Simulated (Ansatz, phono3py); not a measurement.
# Scattering channels in SrO (Fm-3m), one at a time, part 2 of 2

Aim: with force constants in hand, see how mesh, solver, isotopes and boundaries change the conductivity of SrO.

Measurements to reproduce:
- thermal conductivity 12 W/m/K near room temperature (given in “Combining the AFLOW GIBBS and Elastic Libraries to efficiently and robustly screen thermo-mechanical properties of solids”, 2017, arXiv:1611.05714)
- thermal conductivity 12 W/m/K near room temperature (given in “Predicting the lattice thermal conductivity of solids by solving the Boltzmann transport equation: AFLOW - AAPL an automated, accurate and efficient framework”, 2017, arXiv:1611.05481)

Ansatz 0.2.0 and phono3py 4.10.0; DFT LDA, scalar-relativistic, plane waves, PAW; PAW set soft_1 (the session's first sound run).

So far, κ at 300 K (W/m/K): step 3 (relaxation-time solution) 17.4; step 15 (q-mesh of the transport sums 19×19×19, solver LBTE) 17.6; step 16 (solver RTA with coherences (SMM19)) 17.5; step 17 (delta function Gaussian, sigma 0.01 THz) 18.7; step 18 (delta function Gaussian, sigma 0.1 THz) 16.8.

The database entry behind the starting cell differs from later determinations by our own check (about 0.5 % short), so it need not match the best structure at ambient conditions.

## 20. Without the dipole term, third order supercell 3×3×3, supercell 6×6×6 (continued)

W/m/K. Kappa, by row:

| T (K) | xx | yy | zz | yz | xz | xy |
| --- | --- | --- | --- | --- | --- | --- |
| 100 | 73.64 | 73.64 | 73.64 | 0 | 0 | 0 |
| 300 | 17.24 | 17.24 | 17.24 | 0 | 0 | 0 |
| 600 | 8.329 | 8.329 | 8.329 | 0 | 0 | 0 |

κ at 300 K goes from 17.4 to 17.2 W/(m K). Only the interpolation between the solved wavevectors changes, and the fewer these are, the more it matters.

## 21. A changed mass, third order supercell 3×3×3, supercell 6×6×6

Changing one mass at fixed force constants separates the effect of mass from that of bonding.

phono3py.yaml reads:

```yaml
phono3py:
  version: "4.10.0"
  frequency_unit_conversion_factor: 15.633302
  symmetry_tolerance: 1.00000e-05

physical_unit:
  atomic_mass: "AMU"
  length: "angstrom"

space_group:
  type: "Fm-3m"
  number: 225
  Hall_symbol: "-F 4 2 3"

primitive_matrix:
- [  1.000000000000000,  0.000000000000000,  0.000000000000000 ]
- [  0.000000000000000,  1.000000000000000,  0.000000000000000 ]
- [  0.000000000000000,  0.000000000000000,  1.000000000000000 ]

supercell_matrix:
- [   3,   0,   0 ]
- [   0,   3,   0 ]
- [   0,   0,   3 ]

# [primitive_cell block left out]
unit_cell:
  lattice:
  - [     0.000000000000000,     2.532341022000000,     2.532341022000000 ] # a
  - [     2.532341022000000,     0.000000000000000,     2.532341022000000 ] # b
  - [     2.532341022000000,     2.532341022000000,     0.000000000000000 ] # c
  points:
  - symbol: Sr # 1
    coordinates: [  0.500000000000000,  0.500000000000000,  0.500000000000000 ]
    mass: 87.620000
    reduced_to: 1
  - symbol: O # 2
    coordinates: [  0.000000000000000,  0.000000000000000,  0.000000000000000 ]
    mass: 15.999000
    reduced_to: 2

# [supercell block left out]
phonon_supercell_matrix:
- [   6,   0,   0 ]
- [   0,   6,   0 ]
- [   0,   0,   6 ]

# [phonon_primitive_cell block left out]
# [phonon_supercell block left out]
nac:
  born_effective_charge:
  - # 1 (Sr)
    - [  2.473038633522776,  0.000000000000000,  0.000000000000000 ]
    - [  0.000000000000000,  2.473038633522776,  0.000000000000000 ]
    - [  0.000000000000000,  0.000000000000000,  2.473038633522776 ]
  - # 2 (O)
    - [ -2.473038633522776,  0.000000000000000,  0.000000000000000 ]
    - [  0.000000000000000, -2.473038633522776,  0.000000000000000 ]
    - [  0.000000000000000,  0.000000000000000, -2.473038633522776 ]
  dielectric_constant:
    - [  3.864138585864540,  0.000000000000000,  0.000000000000000 ]
    - [  0.000000000000000,  3.864138585864540,  0.000000000000000 ]
    - [  0.000000000000000,  0.000000000000000,  3.864138585864540 ]
  unit_conversion_factor: 14.399645
```

Launch:

```console
> phono3py phono3py.yaml --mesh 21 21 21 --br --mass 87.620 12.799 --ts 100 300 600
```

It took 51 s on 8 threads of AMD EPYC 7R43, shared host; peak memory 0.13 GiB; 5.8 min of CPU time.

This step gave:

| Property | Result |
| --- | --- |
| κ at 300 K | 19.5 W/m/K |
| κ xx, yy, zz at 300 K | 19.5, 19.5, 19.5 W/m/K |

W/m/K. Kappa, by row:

```
T (K)     xx     yy     zz  yz  xz  xy
  100  89.41  89.41  89.41   0   0   0
  300   19.5   19.5   19.5   0   0   0
  600   9.28   9.28   9.28   0   0   0
```

Without isotope scattering in either run, κ at 300 K goes from 17.5 to 19.5 W/(m K).

## 22. Mass disorder, third order supercell 3×3×3, supercell 6×6×6

A typed mass variance takes the place of the natural one on the sites of one element, as a model of more or less disorder.

phono3py.yaml is that of step 21.

Launch:

```console
> phono3py phono3py.yaml --mesh 21 21 21 --br --isotope --mv 6.1e-05 0.03 --ts 50 100 150 200 300 400 500 600 800 1000
```

It took 55 s on 8 threads; peak memory 0.13 GiB.

Numbers from this step:

| Property | Result |
| --- | --- |
| κ at 300 K | 16.72 W/m/K |
| κ xx, yy, zz at 300 K | 16.72, 16.72, 16.72 W/m/K |

W/m/K. Kappa, by row:

| T (K) | xx | yy | zz | yz | xz | xy |
| --- | --- | --- | --- | --- | --- | --- |
| 50 | 234.8 | 234.8 | 234.8 | 0 | 0 | 0 |
| 100 | 69.48 | 69.48 | 69.48 | 0 | 0 | 0 |
| 150 | 38.31 | 38.31 | 38.31 | 0 | 0 | 0 |
| 200 | 26.57 | 26.57 | 26.57 | 0 | 0 | 0 |
| 300 | 16.72 | 16.72 | 16.72 | 0 | 0 | 0 |
| 400 | 12.31 | 12.31 | 12.31 | 0 | 0 | 0 |
| 500 | 9.78 | 9.78 | 9.78 | 0 | 0 | 0 |
| 600 | 8.126 | 8.126 | 8.126 | 0 | 0 | 0 |
| 800 | 6.087 | 6.087 | 6.087 | 0 | 0 | 0 |
| 1000 | 4.872 | 4.872 | 4.872 | 0 | 0 | 0 |

κ at 300 K goes from 17.4 in the base run to 16.7 W/(m K).

## 23. A faulty attempt, third order supercell 3×3×3, supercell 6×6×6

This input was changed on purpose, to see how the program answers.

phono3py.yaml is that of step 22.

Launch:

```console
> phono3py phono3py.yaml --mesh 9 9 9 --br --sigma 0.001 --ts 300
```

Wall time 5.7 s (8 threads); peak memory 0.13 GiB; 8 s of CPU time.

The run finished. A setting was moved off its sound value on purpose, so it serves as a test and not as the result.

The fault put into the input: a Gaussian far narrower than the mesh, no isotopes, with which κ at 300 K comes out at 2.0e7 W/(m K).

## 24. What came out

* κ at 300 K, RTA, natural isotopes, mesh 21×21×21: 17.4 W/m/K
* κ at 300 K, RTA, pure, mesh 21×21×21: 17.5 W/m/K
* κ at 300 K, LBTE, mesh 19×19×19: 17.6 W/m/K
* κ at 300 K, with coherences, mesh 21×21×21: 17.5 W/m/K
* κ at 300 K, no dipole term, mesh 21×21×21: 17.2 W/m/K

In words: On these constants κ of SrO at 300 K is 17.4 W/(m K) in the base run, by relaxation time; smearing and coherences move that between 16.8 and 18.7. The full solution gives 17.6 W/(m K) (phono3py, mesh 19×19×19). On the same constants and mesh Ansatz's figure, which includes its coherence part, and phono3py's, which doesn't, differ by up to 4.2 %; with phono3py's own coherence part added, which is defined differently, the largest difference is 0.14 %. The last step of the mesh series (19 to 25) moves κ at 300 K by -2.5 %, while the coarsest mesh gives 45 % of the densest value. Normal processes make 50 % of the three-phonon scattering at 300 K, weighting modes by their heat capacity. A boundary length of 0.1 µm leaves 44 % of κ at 300 K. A boundary length of 10 µm leaves 92 % of κ at 300 K. Scaling the mass of O by 0.8 at fixed force constants, a model exercise, multiplies the isotope-free κ by 1.12. A mass variance of 0.03 on the O sites, typed in place of the natural one, gives 96 % of the base value. A measured thermal conductivity near room temperature is 12 W/m/K (arXiv:1611.05714); the calculated 17.6 W/m/K differs by +47 %. Four-phonon, defect and boundary scattering, which are left out, would lower the calculated value; thermal expansion is left out too. The PAW files were made for PBE and are used here under another functional, for which the program regenerates the frozen cores.

[Logs are printed without paths, hosts, clocks, repeated set-up lines and the standing remarks that a program may print on its own settings, such as how far it seeks lower states.]

[Hosts, paths, dates, database ids (printed as entryN), source tags and the programs' standing remarks are cut or masked in the printed files.]

[A step with changed settings may run another functional than the one named; its input shows which.]
